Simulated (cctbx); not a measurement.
**Accept or mend?**

Cell a = 4.1100 Å, b = 13.5570 Å, c = 7.2420 Å, α = 90.00°, β = 90.00°, γ = 90.00°; space group Pmmn (no. 59, origin choice 1). The compound is Dy2SiNiGePd.

The data are simulated with cctbx, not measured: Cu Kα, λ = 1.54184 Å, to d = 0.8 Å, 80 % of the full sphere, strongest reflection 5000 counts, noise from counting, a 3 % proportional error and a noise floor of 4 counts (s.d.); no absorption, and some extinction, which the refinements don't model.

An anisotropic refinement with weights 1/σ² prints:

```text
Rint 0.059, 492 unique reflections to 0.80 A
cycle     R1     wR2    GooF  max shift (A)
   1  0.1430  0.3238   5.703   0.05703
   4  0.0794  0.1775   3.127   0.00000
final R1 0.0794 wR2 0.1775 GooF 3.127  parameters 38  data/parameter 12.9
atom        x        y        z      Ueq    occ   su(xyz)  su(Uiso or U11)
Dy1    0.50000  0.50000  0.71317   0.0069  1.000  0.00070  0.0027
Dy2    0.50000  0.00000  0.70842   0.0095  1.000  0.00075  0.0028
Pd1    0.50000  0.25227  0.79260   0.0019  1.000  0.00062  0.0021
Dy3    0.50000  0.84629  0.41812   0.0352  1.000  0.00077  0.0032
Ge1    0.50000  0.90855  0.08522   0.0048  1.000  0.00094  0.0035  NPD
Ni1    0.50000  0.39413  0.07495   0.0094  1.000  0.00168  0.0056
Si1    0.50000  0.35990  0.41258   0.0308  1.000  0.00396  0.0122
difference map: max 9.12 min -7.26 rms 1.37
Q1    0.0000  0.2460  0.2675    4    9.31  0.44 A from Pd1
Q2    0.0000  0.2145  0.7759    4    4.21  1.70 A from Si1
Q3    0.0000  0.0000  0.9728    2    3.85  1.48 A from Ni1
Q4    0.0000  0.0000  0.5668    2    3.52  1.91 A from Si1
Q5    0.0000  0.2428  0.4383    4    3.28  1.67 A from Pd1
Q6    0.0000  0.0000  0.3100    2    3.28  0.17 A from Dy1
```

Q: Accept it or mend it, and why?

Mend it. The fault: elements exchanged: Dy3 is Pd and Pd1 is Dy. Against the right model at the same level, R1 goes from 0.0275 to 0.0794 and GooF from 0.95 to 3.13, U of Pd1 shrinks from 0.0123 to 0.0019 Å², U of Dy3 swells from 0.0163 to 0.0352 Å², the top difference peak, 9.3 e/Å³, lies 0.44 Å from Pd1 and Ge1 goes non-positive-definite. Dy3 has 20 electrons too many and its U swells to shed them, as expected; Pd1 has 20 electrons too few and its U shrinks to make up, as expected.

The compound is Dy2SiNiGePd. The right model at the same level gives:

```text
Rint 0.059, 492 unique reflections to 0.80 A
cycle     R1     wR2    GooF  max shift (A)
   1  0.0327  0.0629   1.108   0.01175
   2  0.0275  0.0538   0.947   0.00007
final R1 0.0275 wR2 0.0538 GooF 0.947  parameters 38  data/parameter 12.9
atom        x        y        z      Ueq    occ   su(xyz)  su(Uiso or U11)
Dy1    0.50000  0.50000  0.70914   0.0063  1.000  0.00019  0.0007
Dy2    0.50000  0.00000  0.70495   0.0083  1.000  0.00020  0.0007
Dy3    0.50000  0.25223  0.78789   0.0123  1.000  0.00016  0.0007
Pd1    0.50000  0.84552  0.41812   0.0163  1.000  0.00020  0.0008
Ge1    0.50000  0.90766  0.08541   0.0118  1.000  0.00031  0.0012
Ni1    0.50000  0.39211  0.07256   0.0173  1.000  0.00051  0.0019
Si1    0.50000  0.35511  0.41118   0.0218  1.000  0.00089  0.0030
difference map: max 2.60 min -3.51 rms 0.64
Q1    0.1559  0.0000  0.6693    4    2.62  1.44 A from Dy2
Q2    0.0000  0.1949  0.3480    4    2.60  1.22 A from Dy3
Q3    0.1502  0.5000  0.2417    4    2.53  0.73 A from Dy2
Q4    0.0000  0.5000  0.8810    2    2.37  1.28 A from Ge1
Q5    0.1484  0.3392  0.7532    8    2.33  1.39 A from Pd1
Q6    0.0000  0.0445  0.5920    4    2.27  1.36 A from Si1
```

Isotropic U is held between 0.0001 and 1 Å² by the program, and listed peak heights are interpolated, so they can pass the grid's maximum.

The model was made for the exercise: a known structure type with other elements put in, its volume estimated, not relaxed; displacement parameters are assumed.

[Middle refinement cycles are left out of these outputs.]

[Logs are printed without paths, hosts, clocks, repeated set-up lines and the standing remarks that a program may print on its own settings, such as how far it seeks lower states.]
